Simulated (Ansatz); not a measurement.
# Screening in BaTiO3 (Barioperovskite)

Wanted: ε∞ of BaTiO3 (Barioperovskite) from perturbation theory, a sum over states and the RPA step of G0W0, with cost.

Calculated with Ansatz 0.2.0; linear response on LDA, plane waves, PAW.

Report form: the programs' logs are mostly left out.

### Step 1. The starting structure

The structure is orthorhombic, space group Amm2 (No. 38). Conventional cell: a = 3.986 Å, b = 5.674 Å, c = 5.690 Å, α = 90.00°, β = 90.00°, γ = 90.00°. Ba has 12 O at 2.77 to 2.92 Å nearest. Ti has 6 O at 1.93 to 2.09 Å nearest. Nearest to O lie 2 Ti at 2.00 Å and 4 Ba at 2.77 to 2.92 Å. O has 2 Ti at 1.93 to 2.09 Å and 4 Ba at 2.81 to 2.84 Å nearest. Farther neighbours and most contacts between anions are not listed.

The cell and positions come from the Crystallography Open Database and are kept as given unless a step says otherwise. Spin-orbit coupling is left out unless a step names it. The default PAW set here is soft_1. Its files were made with PBE; for other functionals the partial waves and projectors stay those of PBE.

### Step 2. Response to a homogeneous field

The response to a uniform field gives ε∞, a yardstick for the screening that GW builds on its mesh.

This step: dielectric response by perturbation theory, LDA, plane waves, PAW.

Contents of input.yaml:

```yaml
crystal:
  lattice:
    - [3.9855, 0.0, 0.0]
    - [0.0, 2.8369, 2.84515]
    - [0.0, -2.8369, 2.84515]
  atoms:
    - { symbol: Ba, position: [0.0, 0.0, 0.0] }
    - { symbol: Ti, position: [0.5, 0.5124, 0.5124] }
    - { symbol: O, position: [0.0, 0.4874, 0.4874] }
    - { symbol: O, position: [0.5, 0.50524, 0.99184] }
    - { symbol: O, position: [0.5, 0.99184, 0.50524] }
kpoints:
  mp_grid: { grid: [6, 6, 6] }
hamiltonian:
  xc: lda
  pseudopotentials: { kind: paw, azcp: { folder: "./paw" } }
scf:
  occupations: { method: fixed }
dielectric: {}
```

Run with:

```bash
$ ansatz run input.yaml --threads 3 --pin off --max-ram 92160MiB --backend cuda --events-out ev --progress --plain --runs-dir out --devices 1 --max-vram 13GiB
```

Wall time 53 s (1 × NVIDIA H100 80GB HBM3 (shared by 6 runs) with 3 threads of AMD EPYC 7R13 (Zen 3), shared host); peak memory 1.8 GiB.

Numbers from this step:

```
stated error of ε∞ : 0.022
```

One over ε∞ averages 0.15, under the quarter of exact exchange in PBE0, which by this rule of thumb may open the gap too far.

High-frequency dielectric tensor:

```
6.64 0.00 0.00
0.00 6.47 0.00
0.00 0.00 6.35
```

Born effective charge (e), principal values of the symmetric part by kind of site:

```
atom  atoms with these values    low  middle   high   mean
 Ba1                        1   2.74    2.75   2.77   2.75
 Ti2                        1   6.70    6.93   7.19   6.94
  O3                        1  -5.73   -2.07  -2.06  -3.29
  O4                        2  -5.43   -2.10  -2.08  -3.20
```

In full for Ba1:

```
2.74 0.00 0.00
0.00 2.75 0.00
0.00 0.00 2.77
```

### Step 3. Independent-particle spectrum

The independent-particle spectrum shows where the oscillator strength lies, before excitons and local fields.

This step: independent-particle optics on LDA, plane waves, PAW.

Edit input.yaml of step 2 so:

```diff
@@ -18,2 +18,4 @@
   occupations: { method: fixed }
-dielectric: {}
+  n_extra_bands: 44
+output:
+  optics: { e_range: [0, 25], de: 0.1, sigma: 0.2 }
```

It took 95 s on 1 × NVIDIA H100 80GB HBM3 (shared by 6 runs) with 3 threads; peak memory 1.7 GiB.

Numbers from this step:

```
ε∞ without local fields (xx, yy, zz)                                   : 6.882, 6.792, 6.723
electrons in the f-sum (xx, yy, zz)                                    : 27.87, 27.92, 27.90
bands in the explicit sum (the static value is completed to all bands) : 64
```

The sum gives ε∞ = 6.88, 6.79 and 6.72 without local fields.

Independent particles, no local fields, Gaussian width 0.2 eV. The ε₂ by photon energy; read off at these points:

```csv
photon energy (eV),xx,yy,zz
1.0,0,0,0
2.0,0.205,0.173,0.0920
3.0,4.60,3.83,3.77
4.0,9.49,9.26,9.07
5.0,3.8,4.08,4.14
6.0,2.74,2.79,2.85
7.0,4.76,4.71,4.83
8.0,4.14,4.25,4.25
8.8,5.40,5.34,5.35
9.0,4.98,5.03,5.07
10.0,4.74,4.65,4.51
11.0,3.44,3.44,3.49
12.0,2.60,2.67,2.64
13.0,1.18,1.19,1.18
14.0,0.831,0.809,0.801
15.0,0.940,0.855,0.875
16.0,1.27,1.20,1.21
17.0,2.42,2.30,2.42
18.0,4.08,4.22,4.05
19.0,4.72,4.61,4.69
20.0,1.85,1.82,1.83
21.0,1.99,1.98,2.04
22.0,1.16,1.20,1.16
23.0,1.03,1.02,1.00
24.0,0.573,0.582,0.570
25.0,0.445,0.445,0.431
```

Independent particles, no local fields, Gaussian width 0.2 eV. Loss function against photon energy; read off at these points:

```csv
photon energy (eV),xx,yy,zz
1.0,0,0,0
2.0,0.00260,0.00233,0.00132
3.0,0.0437,0.0374,0.0350
4.0,0.0782,0.0733,0.0727
5.0,0.204,0.200,0.199
6.0,0.138,0.143,0.141
7.0,0.142,0.144,0.140
8.0,0.152,0.149,0.151
9.0,0.190,0.188,0.187
10.0,0.203,0.207,0.215
11.0,0.290,0.290,0.286
12.0,0.341,0.332,0.342
13.0,0.846,0.838,0.842
13.2,0.945,0.910,0.914
14.0,0.832,0.908,0.892
15.0,0.216,0.208,0.211
16.0,0.230,0.222,0.218
17.0,0.187,0.183,0.183
18.0,0.191,0.191,0.197
19.0,0.206,0.209,0.205
20.0,0.411,0.419,0.423
21.0,0.444,0.449,0.441
22.0,0.553,0.546,0.532
23.0,0.733,0.738,0.737
24.0,1.17,1.19,1.15
25.0,1.78,1.80,1.87
```

Independent particles, no local fields, Gaussian width 0.2 eV. ε₁ against photon energy:

```
photon energy (eV)       xx       yy       zz
                 0     6.83     6.74     6.67
                 1     7.13     7.02     6.93
                 2     8.88     8.61     8.33
                 3     9.16     9.37     9.66
                 4     5.60     6.37     6.51
                 5     2.06     1.93     1.92
                 6     3.51     3.42     3.48
                 7     3.31     3.25     3.34
                 8     3.17     3.23     3.16
                 9     1.17     1.21     1.17
                10    0.937    0.884    0.786
                11   -0.127   -0.120   -0.137
                12   -0.933   -0.963   -0.869
                13  -0.0468  -0.0515  -0.0644
                14    0.555    0.487    0.506
                15     1.86     1.84     1.84
                16     1.98     1.99     2.02
                17     2.66     2.70     2.71
                18     2.18     2.08     2.04
                19   -0.762   -0.914   -0.932
                20    -1.04    -1.01   -0.987
                21   -0.726   -0.695   -0.687
                22   -0.869   -0.873   -0.913
                23   -0.588   -0.586   -0.595
                24   -0.404   -0.387   -0.412
                25   -0.228   -0.223   -0.212
```

### Step 4. RPA screening from the G0W0 run

Now the one-shot GW correction: screening in the RPA, then the self-energy of the levels asked for.

This step: G0W0 on LDA, plane waves, PAW.

input.yaml, the sections that differ from step 3:

```yaml
kpoints:
  mp_grid: { grid: [4, 4, 4] }
scf:
  occupations: { method: fixed }
gw:
  n_empty_bands: 509
  ecut_chi: 230.0
  qp_bands: [v2, c2]
  qp_kpoints: band_edges
  screening: { model: contour_deformation }
# crystal, hamiltonian: as in step 3
# output: removed
```

It took 42 s on 1 × NVIDIA H100 80GB HBM3 (shared by 6 runs) with 3 threads; peak memory 2.1 GiB; 37 s of CPU time.

This step gave:

```
bands summed                                 : 529
RPA ε∞ on this mesh (eigenvalues)            : 6.482, 6.547, 6.609
plane waves in the screening matrix          : 485
G0W0 gap on the mesh                         : 3.463 eV
k of the valence top                         : -0.5, -0.5, -0.5
k of the conduction bottom                   : 0, 0, 0
starting gap on the mesh                     : 1.822 eV
least direct G0W0 gap on the computed points : 3.630 eV
```

The gap on the mesh goes from 1.82 eV to 3.46 eV, a correction of +1.64 eV. Between the two edge states, bare exchange in place of the xc potential would open the gap by 12.80 eV, and correlation takes back 11.16 eV.

Mean over the mesh in bins of 0.25 1/Å. The static inverse dielectric function, diagonal by length of q+G:

length of q+G (Å⁻¹), static inverse dielectric function, diagonal and a bar from the least value:
```
     0.50      0.216 
     0.76      0.273 ##
     1.25      0.397 #######
     1.52      0.466 ##########
     2.03      0.584 ##############
     2.26      0.632 ################
     2.50      0.678 ##################
     3.00      0.758 #####################
     3.25      0.790 ######################
     3.50      0.816 #######################
     4.00      0.858 #########################
     4.26      0.876 ##########################
     4.76      0.906 ###########################
     5.01      0.918 ###########################
     5.25      0.928 ############################
     5.75      0.947 ############################
     6.00      0.954 #############################
     6.25      0.961 #############################
     6.75      0.972 #############################
     7.01      0.976 ##############################
     7.51      0.983 ##############################
     7.70      0.985 ##############################
```

### Step 5. The values together

Times are wall times on 1 × NVIDIA H100 80GB HBM3 (shared by 6 runs) with 3 threads of AMD EPYC 7R13 (Zen 3), shared host, good to a factor of about two.

```csv
method,mesh,"ε∞, low",middle,high,mean,time
perturbation theory (local fields and xc kernel),6×6×6 (response on 512 points),6.35,6.47,6.64,6.49,53 s
sum over states (no local fields),6×6×6,6.72,6.79,6.88,6.80,95 s
"RPA with local fields, on the GW mesh",4×4×4,6.48,6.55,6.61,6.55,42 s
```

### Step 6. Summary of results

| Property | Result |
| --- | --- |
| perturbation theory (local fields and xc kernel) | 6.35, 6.47, 6.64 |
| sum over states (no local fields) | 6.72, 6.79, 6.88 |
| RPA with local fields, on the GW mesh | 6.48, 6.55, 6.61 |

In words: Mean Born effective charge: Ba1 2.75, Ti2 6.94, O3 -3.29, O4 -3.20 e. Distinct peaks of the ε₂ (xx) stand at 4.1, 8.8 and 18.9 eV; the one at 4.1 eV is strongest. The loss function (xx) has a distinct peak at 13.2 eV. The sum without local fields gives 6.80 in the mean against 6.49 by perturbation theory; local fields lower ε∞ and the xc kernel gives part of it back, though the sum also carries the error of its own mesh. The RPA values on the 4×4×4 mesh average 1.01 times those of perturbation theory (means 6.55 and 6.49). Without the xc kernel RPA should lie a little lower; here the means agree. LDA usually puts the gap too low, which tends to raise ε∞. Ions are clamped, so the lattice part of the static constant is not in these numbers.

[Paths, hosts, dates, memory and timing lines, banners, echoed tables and standing remarks are left out of the program output.]

[Logs are printed without paths, hosts, clocks, repeated set-up lines and the standing remarks that a program may print on its own settings, such as how far it seeks lower states.]

[Runs of the session that timed out or met a known fault of the program may be left out.]

[Cells called generated may have been cut or substituted from an entry of the Crystallography Open Database or the Materials Project.]

[Hosts, paths, dates, database ids (printed as entryN), source tags and the programs' standing remarks are cut or masked in the printed files.]
